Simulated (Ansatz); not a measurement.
# A convergence test on TaAgO3 (R3c): k mesh of the density

How far can the k mesh of the density be lowered for the gap of TaAgO3 (R3c)?

Method: DFT, LDA, plane waves, PAW; PAW set soft_1, in Ansatz 0.2.0.

**1. The system as given**

It takes space group R3c (No. 161, trigonal). The conventional cell has a = 5.528 Å, b = 5.528 Å, c = 13.716 Å, α = 90.00°, β = 90.00°, γ = 120.00°. Nearest to Ta lie 6 O at 1.96 to 2.03 Å. Nearest to Ag lie 6 O at 2.40 to 2.78 Å. Nearest to O lie 2 Ta at 1.96 to 2.03 Å and 2 Ag at 2.40 to 2.78 Å. Farther neighbours, and contacts between anions beyond the nearest, are not listed.

Coordinates:

```cif
data_structure
_symmetry_space_group_name_H-M 'P 1'
_symmetry_Int_Tables_number 1
_cell_length_a 5.5758
_cell_length_b 5.5758
_cell_length_c 5.5758
_cell_angle_alpha 59.435
_cell_angle_beta 59.435
_cell_angle_gamma 59.435
_cell_volume 121.00
loop_
_atom_site_label
_atom_site_type_symbol
_atom_site_fract_x
_atom_site_fract_y
_atom_site_fract_z
_atom_site_occupancy
Ta1 Ta 0.99736 0.99736 0.99736 1
Ta2 Ta 0.49736 0.49736 0.49736 1
Ag3 Ag 0.24900 0.24900 0.24900 1
Ag4 Ag 0.74900 0.74900 0.74900 1
O5 O 0.81778 0.68563 0.25243 1
O6 O 0.25243 0.81778 0.68563 1
O7 O 0.68563 0.25243 0.81778 1
O8 O 0.75243 0.18563 0.31778 1
O9 O 0.18563 0.31778 0.75243 1
O10 O 0.31778 0.75243 0.18563 1
```

Geometry: measured cell, ions relaxed with LDA. The runs that relaxed it are not among those shown.

**2. k mesh of the density: 2×2×2**

Input file input.yaml:

```yaml
crystal:
  lattice:
    - [2.76405, 1.5958250116, 4.5719666667]
    - [-2.76405, 1.5958250116, 4.5719666667]
    - [0.0, -3.1916500231, 4.5719666667]
  atoms:
    - { symbol: Ta, position: [-0.0026385787, -0.0026385787, -0.0026385787] }
    - { symbol: Ta, position: [0.4973614213, 0.4973614213, 0.4973614213] }
    - { symbol: Ag, position: [0.249001027, 0.249001027, 0.249001027] }
    - { symbol: Ag, position: [0.749001027, 0.749001027, 0.749001027] }
    - { symbol: O, position: [0.8177770211, 0.6856263691, 0.2524341615] }
    - { symbol: O, position: [0.2524341615, 0.8177770211, 0.6856263691] }
    - { symbol: O, position: [0.6856263691, 0.2524341615, 0.8177770211] }
    - { symbol: O, position: [0.7524341615, 0.1856263691, 0.3177770211] }
    - { symbol: O, position: [0.1856263691, 0.3177770211, 0.7524341615] }
    - { symbol: O, position: [0.3177770211, 0.7524341615, 0.1856263691] }
kpoints:
  mp_grid: { grid: [2, 2, 2] }
  band_path:
    path:
      - [0.0, 0.0, 0.0]
      - [-0.5, -0.5, -0.5]
      - [-0.24788857, -0.75211143, -0.5]
      - [0.24788857, -0.5, -0.24788857]
      - [0.0, -0.5, 0.0]
      - [0.37394429, -0.37394429, 0.0]
      - [0.0, -0.62605571, -0.37394429]
      - [0.0, -0.5, -0.5]
      - [0.1666666667, 0.1666666667, -0.3333333333]
    npoints: 1
hamiltonian:
  xc: lda
  pseudopotentials: { kind: paw, azcp: { folder: soft_1 }, xc_functional: pbe }
scf:
  occupations: { method: fixed }
  n_extra_bands: 7
output:
  eigenvalues: true
  forces: true
  stress: true
  write_density: true
  write_potential: true
  elf: true
  volumetric_format: npy
```

Command:

```
$ ansatz run input.yaml --threads 3 --pin off --max-ram 92160MiB --backend cuda --events-out ev --progress --plain --runs-dir out --devices 1 --max-vram 13GiB
```

Output:

```text
scf.n_extra_bands = 7 over 50 filled bands (N_el = 100.0): the run solves 57 bands
GPUs: using 1 of 1 available (devices: 1).
Engine: ansatz 0.2.0, x86_64-unknown-linux-gnu
Pseudopotentials: kind: paw
Pseudopotential: Ta, paw, valence charge 13, recommended cutoff 420 eV (normal), soft_1/Ta.paw.azcp
Pseudopotential: Ag, paw, valence charge 19, recommended cutoff 420 eV (normal), soft_1/Ag.paw.azcp
Pseudopotential: O, paw, valence charge 6, recommended cutoff 420 eV (normal), soft_1/O.paw.azcp
Functional definition: SPW92
  exchange = slater_x
  correlation = pw_c
concurrent solve slots: 2 of 3 are kept, ahead of what memory takes: no pass of the eigensolver takes more rounds on 2
device memory: the entry about to start is reckoned to put 2.7 GiB on a device that reports 43.6 GiB free (of which the cap on the GPU budget leaves the run 13.0 GiB)
GPU FFT provider: cuFFT
GPU libraries: cuBLAS 13.8.2, cuFFT 12.4.0, cuSOLVER 12.3.4
Crystal: 10 atoms, lattice volume = 121.000 Å³
Basis set: ecut = 420 eV, 2361 PW (Γ)
Bands: 57, of which v1, the nominal top of the filled ones, is band 50 counted from 1 (49 counted from 0)
Symmetry: 6 space group operations
Space group: R3c (ITA 161), of the structure as read, at distance tolerance 4.9e-5 Å
k-points: 4 of 8
Non-local potential: Ta, projectors of the file, l = 0: 3, l = 1: 2, l = 2: 2, l = 3: 1
Non-local potential: Ag, projectors of the file, l = 0: 3, l = 1: 2, l = 2: 2, l = 3: 1
Non-local potential: O, projectors of the file, l = 0: 2, l = 1: 2, l = 2: 1
PAW form: soft (Blöchl's): semilocal exchange-correlation on the pseudo side does not see the compensation charge
PAW frozen core: Ta, regenerated for the run's functional, and the local potential with it (the file was generated under x = pbe(κ = 0.804, μ = 0.219515), c = pbe(β = 0.066725))
PAW frozen core: Ag, regenerated for the run's functional, and the local potential with it (the file was generated under x = pbe(κ = 0.804, μ = 0.219515), c = pbe(β = 0.066725))
PAW frozen core: O, regenerated for the run's functional, and the local potential with it (the file was generated under x = pbe(κ = 0.804, μ = 0.219515), c = pbe(β = 0.066725))
PAW one-centre angular grid: Ta, 590 points (default); XC on 64 Gauss nodes
PAW one-centre angular grid: Ag, 590 points (default); XC on 64 Gauss nodes
PAW one-centre angular grid: O, 110 points (default); XC on 64 Gauss nodes
Initial density: superposition of atomic densities (chi_scale 0.1, normalization cell, long waves kept (reshape's long-wave potential 0.00 eV rms))
Initial wavefunctions: pseudopotential atomic-orbital guess
GPU buffer pool allocated for 64000 grid points (all kernels)
GPU transforms: local potential and band sums: pruned to the plane-wave sphere, on 40×40×40
Functional: x = slater, c = lda
SCF iter   1: F=—  HF=-37620.237404 eV  |F-HF|=—  |Δ(HF+E_count)|=         —  Δρ=6.38e-2  dr2=3.98e0  ethr=3.10e-3  ⟨swp⟩=4.0  Hψ=705  notcnv=0  defer=6
preconditioner: auto → Resta (q_TF=auto, 2.643 Å⁻¹)  ε∞=9.1  [insulator: Δε(μ)=2.382 eV  Ē_g=9.759 eV  n_scr=32 (ndim 8)  ℏωp=27.8 eV  f_vac=0.000  ε∞_Penn≈9.1]
SCF iter   2: F=—  HF=-37619.363347 eV  |F-HF|=—  |Δ(HF+E_count)|=   8.74e-1  Δρ=2.85e-2  dr2=5.63e-1  ethr=3.10e-3  ⟨swp⟩=2.0  Hψ=442  notcnv=0  defer=16
SCF iter   3: F=—  HF=-37619.319960 eV  |F-HF|=—  |Δ(HF+E_count)|=   4.34e-2  Δρ=9.99e-3  dr2=6.66e-2  ethr=5.63e-4  ⟨swp⟩=2.0  Hψ=282  notcnv=0  defer=19
SCF iter   4: F=—  HF=-37619.318176 eV  |F-HF|=—  |Δ(HF+E_count)|=   1.78e-3  Δρ=1.54e-3  dr2=1.67e-3  ethr=6.66e-5  ⟨swp⟩=2.8  Hψ=442  notcnv=0  defer=19
SCF iter   5: F=—  HF=-37619.318821 eV  |F-HF|=—  |Δ(HF+E_count)|=   6.46e-4  Δρ=9.31e-4  dr2=8.44e-4  ethr=1.67e-6  ⟨swp⟩=2.0  Hψ=364  notcnv=0  defer=19
SCF iter   6: F=—  HF=-37619.318962 eV  |F-HF|=—  |Δ(HF+E_count)|=   1.41e-4  Δρ=1.85e-4  dr2=3.56e-5  ethr=8.44e-7  ⟨swp⟩=2.0  Hψ=358  notcnv=0  defer=17
SCF iter   7: F=—  HF=-37619.319126 eV  |F-HF|=—  |Δ(HF+E_count)|=   1.64e-4  Δρ=3.26e-5  dr2=9.79e-7  ethr=3.56e-8  ⟨swp⟩=2.0  Hψ=332  notcnv=0  defer=7
SCF iter   8: F=-37619.319126 eV  HF=-37619.319126 eV  |F-HF|=5.17e-9  |Δ(HF+E_count)|=   5.79e-8  Δρ=5.91e-6  dr2=3.52e-8  ethr=1.00e-10  ⟨swp⟩=14.0  Hψ=1630  notcnv=0
SCF 1 converged in 8 iterations: F = -37619.319126 eV  dr2 = 3.52e-8
[...]
device memory: the entry about to start is reckoned to put 2.9 GiB on a device that reports 43.6 GiB free (of which the cap on the GPU budget leaves the run 13.0 GiB)
NSCF: frozen V_eff on 9 k-points
SCF converged after 8 iterations
Free energy (F): -37619.319126 eV
Harris-Foulkes:  -37619.319126 eV  (|F-HF|=5.17e-9)
Internal energy: -37619.319126 eV  (E = F + TS)
E sigma→0 (E₀):  -37619.319126 eV
Fermi energy:    11.153901 eV
--- Per-component energies (eV) ---
  E_band       = -905.135719
  E_kinetic    = 2711.999966
  E_local      = -7900.064685  (includes V_loc(G=0)·N_el)
  E_nonlocal   = 401.829637
  E_hartree    = 3387.356605
  E_xc         = -1365.304590
  E_vxc        = -1400.169225  (∫ρ·V_xc dr)
  E_paw        = -24679.057041  (= ΣΔE_a)
  E_vpaw       = -1493.459628  (= ΣTr[D̂ρ^β])
  E_aug_tail   = 0.005771  (compensation charges beyond the density's cutoff)
  E_ewald      = -10178.633928
  E_core_change = 2.549139  (= ΣΔE_core)
  E_smearing   = -0.000000  (= −TS)
  E_closure    = -0.000000  (closes the sum)
  Σ components = -37619.319126   (vs F -37619.319126, Δ=0.00e0)
--- Forces (eV/Å), atoms counted from 1 ---
  atom   1  Ta    -0.00000000    -0.00000000    -0.37946692
  atom   2  Ta     0.00000000    -0.00000000    -0.37946692
  atom   3  Ag    -0.00000000    -0.00000000    -0.01840322
  atom   4  Ag     0.00000000    -0.00000000    -0.01840322
  atom   5  O      0.03594435     0.04074419     0.13262589
  atom   6  O     -0.05325768     0.01075663     0.13262589
  atom   7  O      0.01731333    -0.05150082     0.13262589
  atom   8  O     -0.01731333    -0.05150082     0.13262589
  atom   9  O     -0.03594435     0.04074419     0.13262589
  atom  10  O      0.05325768     0.01075663     0.13262589
  max |Σ_I F_I| component: 1.51e-5 eV/Å
--- Stress (GPa, compression-positive) ---
       -8.549675      -0.000000       0.000000
       -0.000000      -8.549675       0.000000
       -0.000000       0.000000      -5.961238
  P = ⅓ Tr σ = -7.6869 GPa (-76.869 kbar)
--- Band table (eV) ---
  k-point 0: bands = [... 46 lower, 10.4865, 10.5694, 11.0921, 11.0921, 13.1546, 13.2167, 13.2167, 13.5028, ... 3 higher]
  k-point 1: bands = [... 46 lower, 10.8914, 10.8914, 11.1539, 11.1539, 14.5175, 14.5175, 15.0194, 15.0194, ... 3 higher]
  k-point 2: bands = [... 46 lower, 10.9626, 10.9749, 11.1110, 11.1267, 13.0080, 14.8369, 15.2280, 15.3479, ... 3 higher]
  k-point 3: bands = [... 46 lower, 10.9414, 10.9414, 10.9414, 10.9414, 14.4598, 14.4598, 15.2605, 15.2605, ... 3 higher]
```

The job ended after 10 s (1 × NVIDIA H100 80GB HBM3 (shared by 6 runs) with 3 threads of AMD EPYC 7R13 (Zen 3), shared host; peak memory 0.95 GiB; 4 s of CPU time).

Reading the cycles: dr2 is the Hartree energy of the density residual (eV), the measure of convergence; HF is the Harris–Foulkes estimate of the energy, which meets the free energy F at convergence.

This step gave:

```
pressure             : -7.687 GPa
gap                  : 1.780 eV
valence top at       : k = (0.167, 0.167, -0.333)
conduction bottom at : F
least direct gap     : 1.881 eV
```

The gap is indirect, with the least direct gap 0.10 eV higher.

**3. k mesh of the density: 4×4×4**

input.yaml: that of step 2 with these lines changed.

```diff
@@ -17,3 +17,3 @@
 kpoints:
-  mp_grid: { grid: [2, 2, 2] }
+  mp_grid: { grid: [4, 4, 4] }
   band_path:
@@ -40,5 +40 @@
   stress: true
-  write_density: true
-  write_potential: true
-  elf: true
-  volumetric_format: npy
```

Output:

```text
[...]
GPUs: using 1 of 1 available (devices: 1).
[...]
GPU FFT provider: cuFFT
GPU libraries: cuBLAS 13.8.2, cuFFT 12.4.0, cuSOLVER 12.3.4
Crystal: 10 atoms, lattice volume = 121.000 Å³
Basis set: ecut = 420 eV, 2361 PW (Γ)
Bands: 57, of which v1, the nominal top of the filled ones, is band 50 counted from 1 (49 counted from 0)
Symmetry: 6 space group operations
[...]
k-point 0: bands = [... 46 lower, 10.4650, 10.5453, 11.0537, 11.0537, 13.1837, 13.2589, 13.2589, 13.4985, ... 3 higher]
  k-point 1: bands = [... 46 lower, 10.5247, 10.8600, 10.9510, 11.1105, 13.6149, 13.7722, 13.9097, 14.6207, ... 3 higher]
  k-point 2: bands = [... 46 lower, 10.8689, 10.8689, 11.1308, 11.1308, 14.5478, 14.5478, 15.0461, 15.0461, ... 3 higher]
  k-point 12: bands = [... 46 lower, 10.9163, 10.9163, 10.9163, 10.9163, 14.4893, 14.4893, 15.2872, 15.2872, ... 3 higher]
[key lines of the parts left out:]
SCF converged after 8 iterations
Free energy (F): -37619.610650 eV
Fermi energy:    11.186290 eV
P = ⅓ Tr σ = -8.1106 GPa (-81.106 kbar)
```

Elapsed: 9 s, on 1 × NVIDIA H100 80GB HBM3 (shared by 6 runs) with 3 threads; peak memory 0.94 GiB; 5.6 s of CPU time.

This step gave:

| Property | Result |
| --- | --- |
| pressure | -8.111 GPa |
| gap | 1.847 eV |
| valence top at | k = (0.167, 0.167, -0.333) |
| conduction bottom at | F |
| least direct gap | 1.946 eV |

The gap is 1.847 eV, +0.067 eV from the run before at this level.

**4. k mesh of the density: 6×6×6 (the default)**

input.yaml, the sections that differ from step 3:

```yaml
kpoints:
  mp_grid: { grid: [6, 6, 6] }
  band_path:
    path:
      - [[0.0, 0.0, 0.0], [-0.5, -0.5, -0.5], [-0.24788857, -0.75211143, -0.5]]
      - [[0.24788857, -0.5, -0.24788857], [0.0, -0.5, 0.0], [0.0, 0.0, 0.0], [0.37394429, -0.37394429, 0.0]]
      - [[0.0, -0.62605571, -0.37394429], [0.0, -0.5, -0.5], [0.0, 0.0, 0.0]]
    npoints: 10
scf:
  occupations: { method: fermi_dirac, width: 0.02 }
  n_extra_bands: 7
output:
  eigenvalues: true
  forces: true
  stress: true
  write_density: true
  write_potential: true
  elf: true
  volumetric_format: npy
# crystal, hamiltonian: as in step 3
```

Output:

```text
[...]
GPUs: using 1 of 1 available (devices: 1).
[...]
GPU FFT provider: cuFFT
GPU libraries: cuBLAS 13.8.2, cuFFT 12.4.0, cuSOLVER 12.3.4
Crystal: 10 atoms, lattice volume = 121.000 Å³
Basis set: ecut = 420 eV, 2361 PW (Γ)
Bands: 57, of which v1, the nominal top of the filled ones, is band 50 counted from 1 (49 counted from 0)
Symmetry: 6 space group operations
[...]
k-point 0: bands = [... 46 lower, 10.4646, 10.5447, 11.0529, 11.0529, 13.1844, 13.2600, 13.2600, 13.4985, ... 3 higher]
  k-point 1: bands = [... 46 lower, 10.3942, 10.7620, 11.0009, 11.0866, 13.4357, 13.4883, 13.5753, 14.0192, ... 3 higher]
  k-point 2: bands = [... 46 lower, 10.6806, 10.8104, 11.0164, 11.1239, 13.8510, 14.1553, 14.3141, 15.2686, ... 3 higher]
  k-point 31: bands = [... 46 lower, 10.9156, 10.9156, 10.9156, 10.9156, 14.4900, 14.4900, 15.2880, 15.2880, ... 3 higher]
[key lines of the parts left out:]
SCF converged after 8 iterations
Free energy (F): -37619.613693 eV
Fermi energy:    12.135893 eV
P = ⅓ Tr σ = -8.1138 GPa (-81.138 kbar)
```

Elapsed: 12 s, on 1 × NVIDIA H100 80GB HBM3 (shared by 6 runs) with 3 threads; peak memory 1 GiB.

This step gave:

```yaml
pressure: -8.114 GPa
gap: 1.849 eV
valence_top_at: k = (0.167, 0.167, -0.333)
conduction_bottom_at: F
least_direct_gap: 1.948 eV
```

The gap is 1.849 eV, +0.002 eV from the run before at this level.

**5. k mesh of the density: 8×8×8**

input.yaml, the sections that differ from step 4:

```yaml
kpoints:
  mp_grid: { grid: [8, 8, 8] }
  band_path:
    path:
      - [0.0, 0.0, 0.0]
      - [-0.5, -0.5, -0.5]
      - [-0.24788857, -0.75211143, -0.5]
      - [0.24788857, -0.5, -0.24788857]
      - [0.0, -0.5, 0.0]
      - [0.37394429, -0.37394429, 0.0]
      - [0.0, -0.62605571, -0.37394429]
      - [0.0, -0.5, -0.5]
      - [0.1666666667, 0.1666666667, -0.3333333333]
    npoints: 1
scf:
  occupations: { method: fixed }
  n_extra_bands: 7
output:
  eigenvalues: true
  forces: true
  stress: true
# crystal, hamiltonian: as in step 4
```

Output:

```text
[...]
GPUs: using 1 of 1 available (devices: 1).
[...]
GPU FFT provider: cuFFT
GPU libraries: cuBLAS 13.8.2, cuFFT 12.4.0, cuSOLVER 12.3.4
Crystal: 10 atoms, lattice volume = 121.000 Å³
Basis set: ecut = 420 eV, 2361 PW (Γ)
Bands: 57, of which v1, the nominal top of the filled ones, is band 50 counted from 1 (49 counted from 0)
Symmetry: 6 space group operations
[...]
k-point 0: bands = [... 46 lower, 10.4645, 10.5447, 11.0528, 11.0528, 13.1844, 13.2601, 13.2601, 13.4985, ... 3 higher]
  k-point 1: bands = [... 46 lower, 10.4100, 10.7039, 11.0241, 11.0740, 13.3553, 13.3881, 13.4478, 13.7796, ... 3 higher]
  k-point 2: bands = [... 46 lower, 10.5242, 10.8593, 10.9502, 11.1098, 13.6156, 13.7731, 13.9106, 14.6205, ... 3 higher]
  k-point 64: bands = [... 46 lower, 10.9156, 10.9156, 10.9156, 10.9156, 14.4901, 14.4901, 15.2880, 15.2880, ... 3 higher]
[key lines of the parts left out:]
SCF converged after 8 iterations
Free energy (F): -37619.613899 eV
Fermi energy:    11.201754 eV
P = ⅓ Tr σ = -8.1141 GPa (-81.141 kbar)
```

The job ended after 12 s (1 × NVIDIA H100 80GB HBM3 (shared by 6 runs) with 3 threads; peak memory 0.95 GiB).

This step gave:

* pressure: -8.114 GPa
* gap: 1.849 eV
* valence top at: k = (0.167, 0.167, -0.333)
* conduction bottom at: F
* least direct gap: 1.948 eV

The gap is 1.849 eV, as in the run before at this level.

**6. The series**

Differences are against the last row; a negative gap means that bands overlap, and a run with a band path holds that path's time. Times are wall times on 1 × NVIDIA H100 80GB HBM3 (shared by 6 runs) with 3 threads of AMD EPYC 7R13 (Zen 3), shared host, good to a factor of about two.

| k mesh of the density | gap (eV) | direct gap (eV) | gap error (eV) | energy error (meV/atom) | irreducible k | time |
| --- | --- | --- | --- | --- | --- | --- |
| 2×2×2 | 1.780 | 1.881 | −0.069 | +29.5 | 4 | 10 s |
| 4×4×4 | 1.847 | 1.946 | −0.002 | +0.3 | 13 | 9 s |
| 6×6×6 | 1.849 | 1.948 | −0.0001 | +0.0 | 32 | 12 s |
| 8×8×8 | 1.849 | 1.948 | +0.000 | +0.0 | 65 | 12 s |

**7. Outcome**

```
2×2×2 : 1.780 eV
4×4×4 : 1.847 eV
6×6×6 : 1.849 eV
8×8×8 : 1.849 eV
```

In words: The gap holds to 0.02 eV from 4×4×4 on. At 2×2×2 the gap is off by −0.069 eV and the energy by +29 meV/atom. The gap is read over the mesh and added points near the edges, so meshes differ mainly through the density and, for a hybrid, the exchange operator.

[Long decimals in the printed logs are rounded to 6 places.]

[Logs are printed without paths, hosts, clocks, repeated set-up lines and the standing remarks that a program may print on its own settings, such as how far it seeks lower states.]

[Paths, hosts, dates, memory and timing lines, banners, echoed tables and standing remarks are left out of the program output; an Ansatz launch command may be rebuilt from the run's recorded settings. Measured values are a selection of at most five: reports struck by readers or far from the other reports are left out. None is set beside runs whose start may be inverted or whose files or cutoffs have a known fault.]

[Runs of the session that timed out or met a known fault of the program may be left out.]

[Cells called generated may have been cut or substituted from an entry of the Crystallography Open Database or the Materials Project.]

[Hosts, paths, dates, database ids (printed as entryN), source tags and the programs' standing remarks are cut or masked in the printed files.]

[Where the starting crystal was built by hand or by swapping elements, it need not be the compound's stable phase.]
